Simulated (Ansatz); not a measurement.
# Settings and their price: twisted h-SiC/h-AlN monolayer on bilayer, 46.83° (114 atoms)

The cell holds 114 atoms: 38 Si, 38 C, 19 Al and 19 N. Its edges and angles: a = 13.578 Å, b = 13.578 Å, c = 18.580 Å, α = 90.0°, β = 90.0°, γ = 120.0°. It derives from SiC and AlN. h-SiC (a = 3.1 Å) under h-AlN (a = 3.13 Å), monolayer on bilayer, commensurate cell of 19 unit cells a layer, twist 46.83 deg, both strained to the mean lattice constant; facing planes 3.19, 3.39 Å apart; 12 Å of vacuum; layers as built, displaced by a Gaussian of 0.01 Å. Regions: layer 1, 38 atoms (19 Si and 19 C); layer 2, 38 atoms (19 Si and 19 C); layer 3, 38 atoms (19 Al and 19 N). Vacuum lies along c.

Geometry: as built.

Reference run: Kohn-Sham DFT, PBE+D4, PAW (set soft_2), plane waves (Ansatz 0.2.0), cutoff 420 eV, k-mesh 3×3×1, fixed occupations.

| Quantity | Value |
| --- | --- |
| r.m.s. force component | 0.3355 eV/Å |
| gap (highest filled to lowest empty level) | 1.857 eV |
| SCF cycles | 9 |
| time | 13 min on 4 threads of Arm Neoverse V1, shared host |

Q: Estimate how much each variant changes the results, and its time and memory.
- support functions medium
- support functions low
- support functions medium, radius 3.76 Å
- support functions medium, radius 4.07 Å
- support functions medium, radius 4.35 Å
- support functions medium, radius 4.66 Å

Each row is set against the plane-wave reference (Kohn-Sham DFT, PBE+D4, PAW (set soft_2), plane waves; r.m.s. force component 0.336 eV/Å). Energies are set beside the reference only for runs with its functional, potentials and electron count. Times are for 4 threads of Arm Neoverse V1, shared host. The reference's time includes the DOS, ELF and grids, which some other runs skip.

| run | Δ force, r.m.s. (meV/Å) | share of r.m.s. force (%) | Δ energy (meV/atom) | Δ gap (eV) | cycles | time | host memory (GiB) |
| --- | --- | --- | --- | --- | --- | --- | --- |
| reference | - | - | - | - | 9 | 13 min | 7.0 |
| support functions medium | 0.218 | 0.0649 | -2.18 | -1.0e-4 | 14 | 6 min | 5.6 |
| support functions low | 0.273 | 0.0814 | -2.18 | 1.0e-4 | 13 | 5.3 min | 5.4 |
| support functions medium, radius 3.76 Å | 0.228 | 0.0679 | -2.18 | -1.0e-4 | 15 | 5.9 min | 5.4 |
| support functions medium, radius 4.07 Å | 0.195 | 0.0581 | -2.18 | 0 | 14 | 6.2 min | 5.8 |
| support functions medium, radius 4.35 Å | 0.181 | 0.0541 | -2.18 | 1.0e-4 | 14 | 6.7 min | 6.1 |
| support functions medium, radius 4.66 Å | 0.187 | 0.0558 | -2.18 | 1.0e-4 | 15 | 7.3 min | 6.7 |

Among numerical settings the force difference runs from 0.18 meV/Å (support functions medium, radius 4.35 Å) to 0.27 meV/Å (support functions low). Differences between support functions and plane waves include what basis error the plane-wave run still has. As the radius goes from 3.76 to 4.66 Å, the force difference goes from 0.23 to 0.19 meV/Å (not steadily; the least is 0.18 at 4.35 Å), and the time from 5.9 min to 7.3 min. The slab bears a dipole and has periodic images along its normal, so a spurious field crosses the vacuum.

[Hosts, paths, dates, database ids (printed as entryN), source tags and the programs' standing remarks are cut or masked in the printed files.]
